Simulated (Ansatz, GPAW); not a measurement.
# A 8-layer slab of V(100): converging a work function

How do cutoff, mesh, smearing and the dipole layer change the work function of a 8-layer slab of V(100)?

Calculated with GPAW 26.7.0 and Ansatz 0.2.0; Ansatz plane waves; slab in vacuum with a dipole correction, relaxation, in the first sound run; inputs show where later runs differ.

## 1. The structure

The cell holds 8 atoms: 8 V. Its edges and angles: a = 3.020 Å, b = 3.020 Å, c = 28.570 Å, α = 90.0°, β = 90.0°, γ = 90.0°. Vacuum lies along c.

Structure file:

```cif
data_structure
_symmetry_space_group_name_H-M 'P 1'
_symmetry_Int_Tables_number 1
_cell_length_a 3.0200
_cell_length_b 3.0200
_cell_length_c 28.5700
_cell_angle_alpha 90.000
_cell_angle_beta 90.000
_cell_angle_gamma 90.000
_cell_volume 260.57
loop_
_atom_site_label
_atom_site_type_symbol
_atom_site_fract_x
_atom_site_fract_y
_atom_site_fract_z
_atom_site_occupancy
V1 V 0.50000 0.50000 0.31502 1
V2 V 0.00000 0.00000 0.36787 1
V3 V 0.50000 0.50000 0.42072 1
V4 V 0.00000 0.00000 0.47357 1
V5 V 0.50000 0.50000 0.52643 1
V6 V 0.00000 0.00000 0.57928 1
V7 V 0.50000 0.50000 0.63213 1
V8 V 0.00000 0.00000 0.68498 1
```

## 2. Relaxation

The atoms are relaxed first, since the surface dipole, and with it the work function, follows the positions of the outer layers. The lowest 4 atoms are held at bulk positions and keep their forces.

Input file input.yaml:

```yaml
crystal:
  lattice:
    - [3.02, 0.0, 0.0]
    - [0.0, 3.02, 0.0]
    - [0.0, 0.0, 28.57]
  atoms:
    - { symbol: V, position: [0.5, 0.5, 0.3150157508] }
    - { symbol: V, position: [0.0, 0.0, 0.3678683934] }
    - { symbol: V, position: [0.5, 0.5, 0.4207210361] }
    - { symbol: V, position: [0.0, 0.0, 0.4735736787] }
    - { symbol: V, position: [0.5, 0.5, 0.5264263213] }
    - { symbol: V, position: [0.0, 0.0, 0.5792789639] }
    - { symbol: V, position: [0.5, 0.5, 0.6321316066] }
    - { symbol: V, position: [0.0, 0.0, 0.6849842492] }
kpoints:
  mp_grid: { grid: [10, 10, 1] }
hamiltonian:
  xc: pbe
scf:
  occupations: { method: fermi_dirac, width: 0.1 }
efield:
  axis: 3
  dipole_correction: true
  ramp_width: 0.05
relax:
  f_tol: 0.02
  max_steps: 60
  constraints: [{ sites: [0, 1, 2, 3] }]
output:
  write_potential: true
  write_density: true
  volumetric_format: npy
```

Launch:

```bash
$ ansatz run input.yaml --threads 4 --pin off --max-ram 8192MiB --backend cpu --events-out ev --progress --plain --runs-dir out
```

Numbers of over 12 decimals in the logs are rounded to 6 here.

What it wrote:

```text
Engine: ansatz 0.2.0, x86_64-unknown-linux-gnu
Pseudopotentials: kind: paw
Pseudopotential: V, paw, valence charge 13, recommended cutoff 420 eV (normal), V.paw.azcp
Functional definition: PBE
  parameter kappa = 0.804
  parameter beta = 0.066725
  exchange = pbe_x(kappa = kappa, mu = beta*pi^2/3)
  correlation = pbe_c(beta = beta)
Crystal: 8 atoms, lattice volume = 260.570 Å³
Basis set: ecut = 420 eV, 5015 PW (Γ), exchange–correlation on 48×48×384 points (8 copies of the dense FFT grid, shifted against one another)
Bands: 63, of which v1, the nominal top of the filled ones, is band 52 counted from 1 (51 counted from 0)
Symmetry: 8 space group operations
k-points: 21 of 100
Non-local potential: V, projectors of the file, l = 0: 3, l = 1: 2, l = 2: 3, l = 3: 1
PAW form: soft (Blöchl's): semilocal exchange-correlation on the pseudo side does not see the compensation charge
PAW one-centre angular grid: V, 590 points (default); XC on 64 Gauss nodes
Initial density: superposition of atomic densities (neutral atoms: chi_scale 0, normalization atom), corrected by the library's trained network
Initial wavefunctions: pseudopotential atomic-orbital guess
Functional: x = pbe(κ = 0.804, μ = 0.219515), c = pbe(β = 0.066725)
SCF iter   1: F=—  HF=-23296.573920 eV  |F-HF|=—  |Δ(HF+E_count)|=         —  Δρ=2.00e-2  dr2=1.15e1  ethr=1.77e-3  p=0.000 e·Å  D=3.14e-13 V/Å  ΔV_dip=-0.00 eV  dr2_dipole=1.72e-8  V_vac-E_F(+/−)=4.09/4.09 eV  ⟨swp⟩=8.4  Hψ=5451  notcnv=0
efield: sawtooth ramp at fractional position 0.9750 (placed from the atoms, in the widest stretch of the axis that holds none; the zero of the levels goes with the place), width 0.0500; the density the first Hamiltonian is built on has a dipole p = 0.000 e·Å; the dipole correction subtracts the counter field D = 3.14e-13 V/Å, which shifts the + side's vacuum level by -0.00 eV against the − side's; the planar-averaged density in the ramp window peaks in size at 2.7e-5 e/Å³
preconditioner: auto → LDOS  [metal: Δε(μ)=0.009 eV  Ē_g=2.669 eV  σ=0.100 eV  W_gap=0.02  n_scr=56 (ndim 8)  ℏωp=14.5 eV  f_vac=0.515  D(μ)=11.37/eV (n_scr^D=92)  β→1.0]
SCF iter   2: F=—  HF=-23296.474667 eV  |F-HF|=—  |Δ(HF+E_count)|=   9.93e-2  Δρ=1.12e-2  dr2=2.12e0  ethr=1.77e-3  p=0.000 e·Å  D=1.45e-5 V/Å  ΔV_dip=-0.00 eV  dr2_dipole=2.94e-10  V_vac-E_F(+/−)=3.73/3.73 eV  ⟨swp⟩=2.6  Hψ=1788  notcnv=0
SCF iter   3: F=—  HF=-23296.444395 eV  |F-HF|=—  |Δ(HF+E_count)|=   3.03e-2  Δρ=2.24e-3  dr2=6.56e-2  ethr=1.77e-3  p=0.000 e·Å  D=1.93e-6 V/Å  ΔV_dip=-0.00 eV  dr2_dipole=4.59e-9  V_vac-E_F(+/−)=3.83/3.83 eV  ⟨swp⟩=2.2  Hψ=1477  notcnv=0
SCF iter   4: F=—  HF=-23296.440870 eV  |F-HF|=—  |Δ(HF+E_count)|=   3.52e-3  Δρ=5.10e-4  dr2=8.70e-4  ethr=6.30e-5  p=-0.000 e·Å  D=-2.80e-6 V/Å  ΔV_dip=0.00 eV  dr2_dipole=8.96e-9  V_vac-E_F(+/−)=3.83/3.83 eV  ⟨swp⟩=2.0  Hψ=1794  notcnv=0
SCF iter   5: F=—  HF=-23296.441005 eV  |F-HF|=—  |Δ(HF+E_count)|=   1.34e-4  Δρ=1.72e-4  dr2=1.80e-4  ethr=8.37e-7  p=-0.000 e·Å  D=-2.66e-6 V/Å  ΔV_dip=0.00 eV  dr2_dipole=1.58e-8  V_vac-E_F(+/−)=3.83/3.83 eV  ⟨swp⟩=3.0  Hψ=2502  notcnv=0
SCF iter   6: F=—  HF=-23296.441043 eV  |F-HF|=—  |Δ(HF+E_count)|=   3.83e-5  Δρ=7.91e-5  dr2=3.68e-5  ethr=1.73e-7  p=-0.000 e·Å  D=-5.67e-7 V/Å  ΔV_dip=0.00 eV  dr2_dipole=6.02e-10  V_vac-E_F(+/−)=3.84/3.84 eV  ⟨swp⟩=2.1  Hψ=1719  notcnv=0
SCF iter   7: F=-23296.441044 eV  HF=-23296.441043 eV  |F-HF|=9.07e-7  |Δ(HF+E_count)|=   1.14e-7  Δρ=1.85e-5  dr2=2.55e-6  ethr=9.62e-9  p=0.000 e·Å  D=2.48e-7 V/Å  ΔV_dip=-0.00 eV  dr2_dipole=1.06e-9  V_vac-E_F(+/−)=3.85/3.85 eV  ⟨swp⟩=13.3  Hψ=12850  notcnv=0
SCF 1 converged in 7 iterations: F = -23296.441044 eV  dr2 = 2.55e-6
  greatest PAW one-centre occupation: 1.000 electrons in one spin orbital (limit 2), on the V atom at site 6 (counted from 0), in its partial waves of l = 0
relax step   1: F+E_penalty+E_count = -23296.44104395 eV  Δ(F+E_penalty+E_count) = +0.000e0 eV  max|allowed force component| = 1.145e0 eV/Å  Δτ_max = 0.0000 Å  (7 SCF iters, dr2 threshold 1.00e-5 eV, accepted)
Initial density: handed on by an earlier stage of this run
Initial wavefunctions: those handed on with the density
SCF iter   1: F=—  HF=-23296.754779 eV  |F-HF|=—  |Δ(HF+E_count)|=         —  Δρ=2.21e-2  dr2=4.37e0  ethr=3.10e-3  p=0.000 e·Å  D=4.50e-8 V/Å  ΔV_dip=-0.00 eV  dr2_dipole=1.83e-1  V_vac-E_F(+/−)=3.89/3.89 eV  ⟨swp⟩=4.2  Hψ=3201  notcnv=0
efield: sawtooth ramp at fractional position 0.9750 (handed on by an earlier solve), width 0.0500; the density the first Hamiltonian is built on has a dipole p = 0.000 e·Å; the dipole correction subtracts the counter field D = 4.50e-8 V/Å, which shifts the + side's vacuum level by -0.00 eV against the − side's; the planar-averaged density in the ramp window peaks in size at 6.5e-6 e/Å³
preconditioner: auto → LDOS  [metal: Δε(μ)=0.009 eV  Ē_g=2.702 eV  σ=0.100 eV  W_gap=0.02  n_scr=56 (ndim 8)  ℏωp=14.5 eV  f_vac=0.520  D(μ)=11.51/eV (n_scr^D=92)  β→1.0]
SCF iter   2: F=—  HF=-23296.712186 eV  |F-HF|=—  |Δ(HF+E_count)|=   4.26e-2  Δρ=2.24e-2  dr2=3.74e0  ethr=3.10e-3  p=0.025 e·Å  D=1.77e-2 V/Å  ΔV_dip=-0.50 eV  dr2_dipole=5.32e-1  V_vac-E_F(+/−)=3.35/3.86 eV  ⟨swp⟩=2.9  Hψ=2038  notcnv=0
SCF iter   3: F=—  HF=-23296.579219 eV  |F-HF|=—  |Δ(HF+E_count)|=   1.33e-1  Δρ=1.38e-3  dr2=4.93e-2  ethr=3.10e-3  p=0.009 e·Å  D=6.31e-3 V/Å  ΔV_dip=-0.18 eV  dr2_dipole=2.62e-2  V_vac-E_F(+/−)=3.68/3.86 eV  ⟨swp⟩=2.2  Hψ=1755  notcnv=0
SCF iter   4: F=—  HF=-23296.579752 eV  |F-HF|=—  |Δ(HF+E_count)|=   5.33e-4  Δρ=1.96e-3  dr2=3.33e-2  ethr=4.74e-5  p=0.007 e·Å  D=4.94e-3 V/Å  ΔV_dip=-0.14 eV  dr2_dipole=1.30e-2  V_vac-E_F(+/−)=3.72/3.86 eV  ⟨swp⟩=2.3  Hψ=2267  notcnv=0
SCF iter   5: F=—  HF=-23296.578449 eV  |F-HF|=—  |Δ(HF+E_count)|=   1.30e-3  Δρ=3.33e-4  dr2=1.39e-3  ethr=3.20e-5  p=0.006 e·Å  D=4.28e-3 V/Å  ΔV_dip=-0.12 eV  dr2_dipole=4.76e-4  V_vac-E_F(+/−)=3.73/3.85 eV  ⟨swp⟩=2.0  Hψ=1524  notcnv=0
SCF iter   6: F=-23296.578454 eV  HF=-23296.578458 eV  |F-HF|=4.01e-6  |Δ(HF+E_count)|=   9.08e-6  Δρ=6.90e-5  dr2=1.42e-5  ethr=7.88e-8  p=0.006 e·Å  D=3.86e-3 V/Å  ΔV_dip=-0.11 eV  dr2_dipole=2.71e-6  V_vac-E_F(+/−)=3.74/3.85 eV  ⟨swp⟩=13.2  Hψ=13588  notcnv=0
SCF 2 converged in 6 iterations: F = -23296.578454 eV  dr2 = 1.42e-5
  Residual-converged pass: ⟨swp⟩=1.1  Hψ=1418  notcnv=0  max |occ|·‖R‖ = 7.0e-9 eV (tolerance 1.0e-8 eV)  dr2=1.42e-5  dr2_onsite=2.08e-6  max |Δocc| = 7.7e-11
[...]
SCF iter   5: F=—  HF=-23296.591139 eV  |F-HF|=—  |Δ(HF+E_count)|=   1.08e-4  Δρ=3.40e-4  dr2=1.22e-3  ethr=7.06e-6  p=0.008 e·Å  D=5.64e-3 V/Å  ΔV_dip=-0.16 eV  dr2_dipole=5.87e-4  V_vac-E_F(+/−)=3.69/3.85 eV  ⟨swp⟩=2.0  Hψ=1587  notcnv=0
SCF iter   6: F=—  HF=-23296.591335 eV  |F-HF|=—  |Δ(HF+E_count)|=   1.96e-4  Δρ=9.34e-5  dr2=8.01e-5  ethr=1.17e-6  p=0.007 e·Å  D=5.05e-3 V/Å  ΔV_dip=-0.14 eV  dr2_dipole=3.50e-5  V_vac-E_F(+/−)=3.71/3.85 eV  ⟨swp⟩=1.9  Hψ=1643  notcnv=0
SCF iter   7: F=-23296.591331 eV  HF=-23296.591333 eV  |F-HF|=1.65e-6  |Δ(HF+E_count)|=   2.43e-6  Δρ=2.30e-5  dr2=4.74e-6  ethr=5.70e-9  p=0.007 e·Å  D=4.77e-3 V/Å  ΔV_dip=-0.14 eV  dr2_dipole=9.03e-8  V_vac-E_F(+/−)=3.72/3.85 eV  ⟨swp⟩=11.8  Hψ=12037  notcnv=0
SCF 3 converged in 7 iterations: F = -23296.591331 eV  dr2 = 4.74e-6
  greatest PAW one-centre occupation: 1.000 electrons in one spin orbital (limit 2), on the V atom at site 4 (counted from 0), in its partial waves of l = 0
relax step   3: F+E_penalty+E_count = -23296.59133100 eV  Δ(F+E_penalty+E_count) = -1.288e-2 eV  max|allowed force component| = 5.735e-2 eV/Å  Δτ_max = 0.1073 Å  (7 SCF iters, dr2 threshold 5.93e-6 eV, accepted)
[...]
relax step   4: F+E_penalty+E_count = -23296.59109218 eV  Δ(F+E_penalty+E_count) = +2.388e-4 eV  max|allowed force component| = 1.303e-1 eV/Å  Δτ_max = 0.0317 Å  (8 SCF iters, rejected (line search))
SCF iter   1: F=—  HF=-23296.595295 eV  |F-HF|=—  |Δ(HF+E_count)|=         —  Δρ=3.34e-3  dr2=1.48e-1  ethr=1.62e-3  p=0.006 e·Å  D=4.43e-3 V/Å  ΔV_dip=-0.13 eV  dr2_dipole=2.02e-2  V_vac-E_F(+/−)=3.73/3.86 eV  ⟨swp⟩=2.0  Hψ=1800  notcnv=0
efield: sawtooth ramp at fractional position 0.9750 (handed on by an earlier solve), width 0.0500; the density the first Hamiltonian is built on has a dipole p = 0.006 e·Å; the dipole correction subtracts the counter field D = 4.43e-3 V/Å, which shifts the + side's vacuum level by -0.13 eV against the − side's; the planar-averaged density in the ramp window peaks in size at 7.3e-6 e/Å³
preconditioner: auto → LDOS  [metal: Δε(μ)=0.019 eV  Ē_g=2.696 eV  σ=0.100 eV  W_gap=0.05  n_scr=56 (ndim 8)  ℏωp=14.5 eV  f_vac=0.524  D(μ)=11.52/eV (n_scr^D=92)  β→1.0]
SCF iter   2: F=—  HF=-23296.593808 eV  |F-HF|=—  |Δ(HF+E_count)|=   1.49e-3  Δρ=2.92e-3  dr2=7.83e-2  ethr=1.43e-4  p=0.008 e·Å  D=5.81e-3 V/Å  ΔV_dip=-0.17 eV  dr2_dipole=1.01e-2  V_vac-E_F(+/−)=3.69/3.85 eV  ⟨swp⟩=1.2  Hψ=1539  notcnv=0
SCF iter   3: F=—  HF=-23296.591926 eV  |F-HF|=—  |Δ(HF+E_count)|=   1.88e-3  Δρ=2.97e-4  dr2=4.01e-4  ethr=7.52e-5  p=0.007 e·Å  D=4.93e-3 V/Å  ΔV_dip=-0.14 eV  dr2_dipole=4.64e-6  V_vac-E_F(+/−)=3.71/3.85 eV  ⟨swp⟩=1.6  Hψ=1373  notcnv=0
SCF iter   4: F=—  HF=-23296.591876 eV  |F-HF|=—  |Δ(HF+E_count)|=   4.97e-5  Δρ=1.20e-4  dr2=7.87e-5  ethr=3.85e-7  p=0.007 e·Å  D=4.72e-3 V/Å  ΔV_dip=-0.13 eV  dr2_dipole=3.15e-5  V_vac-E_F(+/−)=3.72/3.85 eV  ⟨swp⟩=2.8  Hψ=2350  notcnv=0
SCF iter   5: F=—  HF=-23296.592110 eV  |F-HF|=—  |Δ(HF+E_count)|=   2.34e-4  Δρ=4.23e-5  dr2=1.04e-5  ethr=7.57e-8  p=0.007 e·Å  D=4.62e-3 V/Å  ΔV_dip=-0.13 eV  dr2_dipole=3.06e-6  V_vac-E_F(+/−)=3.72/3.85 eV  ⟨swp⟩=1.9  Hψ=1595  notcnv=0
SCF iter   6: F=—  HF=-23296.592112 eV  |F-HF|=—  |Δ(HF+E_count)|=   2.15e-6  Δρ=8.66e-6  dr2=7.50e-7  ethr=9.98e-9  p=0.007 e·Å  D=4.54e-3 V/Å  ΔV_dip=-0.13 eV  dr2_dipole=2.54e-7  V_vac-E_F(+/−)=3.72/3.85 eV  ⟨swp⟩=2.0  Hψ=1668  notcnv=0
SCF iter   7: F=—  HF=-23296.592112 eV  |F-HF|=—  |Δ(HF+E_count)|=   2.43e-7  Δρ=5.78e-6  dr2=1.47e-7  ethr=9.62e-11  p=0.006 e·Å  D=4.48e-3 V/Å  ΔV_dip=-0.13 eV  dr2_dipole=1.08e-8  V_vac-E_F(+/−)=3.72/3.85 eV  ⟨swp⟩=11.8  Hψ=10064  notcnv=0
SCF iter   8: F=-23296.592112 eV  HF=-23296.592112 eV  |F-HF|=2.08e-8  |Δ(HF+E_count)|=   1.55e-8  Δρ=1.78e-6  dr2=1.34e-8  ethr=9.62e-11  p=0.006 e·Å  D=4.46e-3 V/Å  ΔV_dip=-0.13 eV  dr2_dipole=4.35e-10  V_vac-E_F(+/−)=3.73/3.85 eV  ⟨swp⟩=10.6  Hψ=8699  notcnv=0
SCF 5 converged in 8 iterations: F = -23296.592112 eV  dr2 = 1.34e-8
relax step   5: F+E_penalty+E_count = -23296.59211225 eV  Δ(F+E_penalty+E_count) = -7.812e-4 eV  max|allowed force component| = 1.113e-2 eV/Å  Δτ_max = 0.0154 Å  (8 SCF iters, accepted)
NSCF: frozen V_eff on 21 k-points
the band table was solved once a step of the walk had ended and its energy, with any forces and stress, was formed, with the checks that follow a solve (6516 applications of the Hamiltonian). They found nothing against the state; the energy, forces and stress were not computed again (output.eigenvalues in the input reference)
WARN: The output density's exchange-correlation potential varies sharply where the density is thin. Do not read a vacuum level from v_tot or v_xc, or from such a field of the output density. On a cell that repeats whose density bears no net charge and no dipole along the vacuum's axis use v_es (v_loc + v_h of the components); under efield.dipole_correction with no amplitude use v_es + v_field, which holds any externa [...]
SCF converged after 8 iterations
Free energy (F): -23296.592112 eV
Harris-Foulkes:  -23296.592112 eV  (|F-HF|=2.08e-8)
Internal energy: -23296.201139 eV  (E = F + TS)
E sigma→0 (E₀):  -23296.396626 eV
Entropy (-TS):   -0.390973 eV (-48.872 meV/atom)
Fermi energy:    4.792329 eV
Dipole field:    D = 0.004435 V/Å  (p = 0.006387 e·Å, saw-weighted, corrected)
Work function:   Φ+ = 3.7259 eV   Φ− = 3.8525 eV
Levels:          The Fermi level and band energies are counted from a zero that moves with the ramp; work functions are not
--- Per-component energies (eV) ---
  E_band       = -2389.955813
  E_kinetic    = 2681.383562
  E_local      = -183228.970299  (includes V_loc(G=0)·N_el)
  E_nonlocal   = -360.840461
  E_hartree    = 90708.763969
  E_xc         = -1038.460605
  E_vxc        = -1315.999969  (∫ρ·V_xc dr)
  E_paw        = -8902.538499  (= ΣΔE_a)
  E_vpaw       = -1583.112020  (= ΣTr[D̂ρ^β])
  E_aug_tail   = 0.002137  (compensation charges beyond the density's cutoff)
  E_efield     = 0.000014  (sawtooth field / dipole correction)
  E_vefield    = 0.026330  (∫n·V_field dr)
  E_ewald      = 76844.459044
  E_smearing   = -0.390973  (= −TS)
  E_closure    = -0.000000  (closes the sum)
  Σ components = -23296.592112   (vs F -23296.592112, Δ=0.00e0)
--- Forces (eV/Å), atoms counted from 1 ---
  atom   1  V      0.00000000     0.00000000     1.16418630
  atom   2  V      0.00000000     0.00000000    -0.80266039
  atom   3  V     -0.00000000     0.00000000    -0.39245645
  atom   4  V      0.00000000     0.00000000     0.01244181
  atom   5  V     -0.00000000     0.00000000     0.00019962
  atom   6  V      0.00000000     0.00000000     0.00377120
  atom   7  V      0.00000000     0.00000000     0.00336603
  atom   8  V      0.00000000     0.00000000     0.01113126
  max |Σ_I F_I| component: 2.06e-5 eV/Å
--- Band table (eV; the first three rows and the last of 21) ---
  k-point 0: bands = [... 48 lower, 5.0491, 5.0491, 5.1625, 5.1625, 5.2036, 5.2036, 5.2657, 5.3132, ... 7 higher]
  k-point 1: bands = [... 48 lower, 4.8802, 4.8933, 4.9968, 5.0638, 5.1522, 5.2129, 5.2682, 5.3687, ... 7 higher]
  k-point 2: bands = [... 48 lower, 4.5795, 4.6693, 4.6848, 4.9227, 5.0097, 5.1649, 5.1835, 5.6049, ... 7 higher]
  k-point 20: bands = [... 48 lower, 3.9025, 3.9025, 4.4671, 4.4671, 5.3703, 5.3703, 6.3250, 6.3398, ... 7 higher]
--- Relaxed structure (5 steps of the walk, 4 accepted, 0 SCFs on fresh bases) ---
  F+E_penalty+E_count = -23296.59211225 eV   max|allowed force component| = 1.113e-2 eV/Å
  atoms:
    - { symbol: V, position: [0.500000, 0.500000, 0.315016] }
    - { symbol: V, position: [0.0, 0.0, 0.367868] }
    - { symbol: V, position: [0.500000, 0.500000, 0.420721] }
    - { symbol: V, position: [0.0, 0.0, 0.473574] }
    - { symbol: V, position: [0.500000, 0.500000, 0.524375] }
    - { symbol: V, position: [0, 0.0, 0.577509] }
    - { symbol: V, position: [0.500000, 0.500000, 0.629972] }
    - { symbol: V, position: [0, 0.0, 0.674999] }
```

Wall time 29 s (4 threads of AMD EPYC 9R14 (Zen 4), shared host); peak memory 0.85 GiB; 1.8 min of CPU time.

This run has no spin polarisation, although V can carry a moment.

Relaxation path:

```csv
step,energy less that of the first step (eV),largest force component (eV/Å)
1,0.0000,1.1448
2,-0.1374,0.3080
3,-0.1503,0.0573
4,-0.1500,0.1303
5,-0.1511,0.0111
```

Relaxation step 4 was tried and not accepted.

Forces are held to the 8 operations that the run works with; a distortion that breaks them can't arise in this run.

The atoms that moved most (Å):

```csv
atom,dx,dy,dz,length
V8,0.000,0.000,-0.285,0.285
V7,0.000,0.000,-0.062,0.062
V5,0.000,0.000,-0.059,0.059
V6,0.000,0.000,-0.051,0.051
```

This step gave:

- free energy: -23296.5921 eV
- smearing term TS: 0.3910 eV
- symmetry operations: 8
- upper work function: 3.726 eV
- lower work function: 3.853 eV
- dipole along the normal: 0.006387 e·Å
- dipole field: 0.004435 V/Å
- vacuum level above: 8.518 eV
- vacuum level below: 8.645 eV

The electrostatic potential energy of an electron (with the applied field's), less the Fermi level, planar mean oscillates, so the rows of the table below give means over windows of 1.49 Å about each position, cut where the curve ends. Its maxima inside the range that stand out by 2 % of the span (Å: eV): 9.8: -6.81, 11.3: -6.84, 12.8: -6.79, 14.3: -7.65, 15.8: -6.69, 17.3: -7.00. Its minima: 9.1: -8.73, 10.6: -8.47, 12.1: -8.47, 13.5: -8.45, 14.9: -8.46, 16.5: -8.54, 18.6: -10.2.

Electrostatic potential energy of an electron (with the applied field's), less the Fermi level, planar mean against z; means over each step:

```
z (Å)  electrostatic potential energy of an electron (with the applied field's), less the Fermi level, planar mean (eV)
 0.74                                                                                                              3.84
 2.23                                                                                                              3.85
 3.72                                                                                                              3.85
 5.21                                                                                                              3.84
 6.70                                                                                                              3.47
 8.19                                                                                                             -2.71
 9.68                                                                                                             -7.85
11.17                                                                                                             -7.78
12.66                                                                                                             -7.75
14.15                                                                                                             -8.12
15.64                                                                                                             -7.70
17.13                                                                                                             -7.90
18.62                                                                                                             -9.43
20.11                                                                                                             -2.46
21.60                                                                                                              3.41
23.09                                                                                                              3.71
24.58                                                                                                              3.72
26.07                                                                                                              3.73
27.56                                                                                                              3.73
```

The valence density, planar mean oscillates, so the rows of the table below give means over windows of 1.49 Å about each position, cut where the curve ends. Its maxima inside the range that stand out by 2 % of the span (Å: e/Å³): 9.1: 1.46, 10.6: 1.49, 12.1: 1.51, 13.5: 1.52, 15.0: 1.51, 16.5: 1.51, 18.0: 1.54, 19.3: 1.50. Its minima: 9.8: 0.445, 11.3: 0.425, 12.8: 0.419, 14.3: 0.468, 15.8: 0.416, 17.3: 0.427, 18.6: 0.657.

Valence density, planar mean against z; means over each step:

```
z (Å)  valence density, planar mean (e/Å³)
 3.72                               1.7e-5
 5.21                               4.1e-4
 6.70                              0.00882
 8.19                                0.413
 9.68                                0.934
11.17                                0.936
12.66                                0.938
14.15                                0.991
15.64                                0.932
17.13                                0.951
18.62                                 1.14
20.11                                0.396
21.60                              0.00788
23.09                               3.3e-4
24.58                               1.4e-5
```

The relaxation lowered the energy of the cell by 0.151 eV.

(Continued in part 2 of 3.)

[Logs are printed without paths, hosts, clocks, repeated set-up lines and the standing remarks that a program may print on its own settings, such as how far it seeks lower states.]

[Hosts, paths, dates, database ids (printed as entryN), source tags and the programs' standing remarks are cut or masked in the printed files.]
